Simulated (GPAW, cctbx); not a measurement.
## Co2Sn2Rh: what bonding does to one electron reflection, worked out

Co2Sn2Rh, I4/mmm (no. 139), a = 3.2666 Å, b = 3.2666 Å, c = 15.3060 Å, α = 90.00°, β = 90.00°, γ = 90.00°.

```csv
atom,mult.,x,y,z
Sn1,4,0,0,0.3897
Rh1,2,0,0,0
Co1,4,0,1/2,1/4
```

The start was made by putting kin elements into a known structure type; the compound need not exist, or be stable, in this form.

A DFT run (GPAW, PBE, 450 eV, 7×7×7 k-points, Fermi–Dirac width 0.1 eV, spin-polarised) gives the static X-ray structure factor of 004 as 9.844 e for the conventional cell; superposed free atoms give 8.663 e. **Problem.** Find the Fourier component V of the crystal potential and the two-beam extinction distance at 300 kV in both cases.

## Step 1: Geometry

The cell volume is Ω = 163.33 Å³ and d(004) = 3.8265 Å, so g = 1/d = 0.2613 Å⁻¹.

## Step 2: The nuclei

Electrons feel nuclei as well as electrons, so the nuclear charges are summed with the same phases.

Phase sums Σ exp(2πi h·x), turned so that the total is real and positive: Sn -3.730, Rh +2.000, Co +4.000. Then F_Z = 50 × (-3.730) + 45 × (+2.000) + 27 × (+4.000) = 11.51 e. The electron term has the same sign for this reflection.

## Step 3: Mott–Bethe

Poisson's equation, term by term, gives V = (e/4πε₀)(F_Z − F)/(πΩg²), with e/4πε₀ = 14.3996 V Å.

The prefactor is 14.3996 × 3.8265²/(π × 163.33) = 0.41090 V per electron. Free atoms: (11.51 − 8.663) × 0.41090 = 1.170 V. Crystal: (11.51 − 9.844) × 0.41090 = 0.685 V. F changes by +13.63 % and V by -41.5 %: the same 1.18 e is measured against F_Z − F = 2.8 e in place of F = 8.7 e.

## Step 4: Extinction distance

In the two-beam case ξ = 1/(λU) with U = 2γm₀eV/h², that is ξ = 150.41 V Å²/(γλV).

At 300 kV, λ = 0.01969 Å and γ = 1.5871. Free atoms: ξ = 4113 Å. Crystal: ξ = 7027 Å. The thickness fringes go as sin²(πt/ξ), so the two patterns slip by a quarter of a period when t|1/ξ₁ − 1/ξ₀| = 1/4, at t ≈ 248 nm. Thermal motion, absorption and many-beam coupling, left out here, change a real pattern.

## Step 5: Answer

V(004) is 0.69 V against 1.17 V, and ξ is 7027 against 4113 Å. Limits: static atoms, two beams; a ferromagnetic start is the only order tried, and the real ground state may be antiferromagnetic or insulating.

[Outputs are excerpts: Python notices, other lines and further rows are left out; steps that failed or that the build refused (PBEsol, TPSS) are not shown.]

[Logs are printed without paths, hosts, clocks, repeated set-up lines and the standing remarks that a program may print on its own settings, such as how far it seeks lower states.]
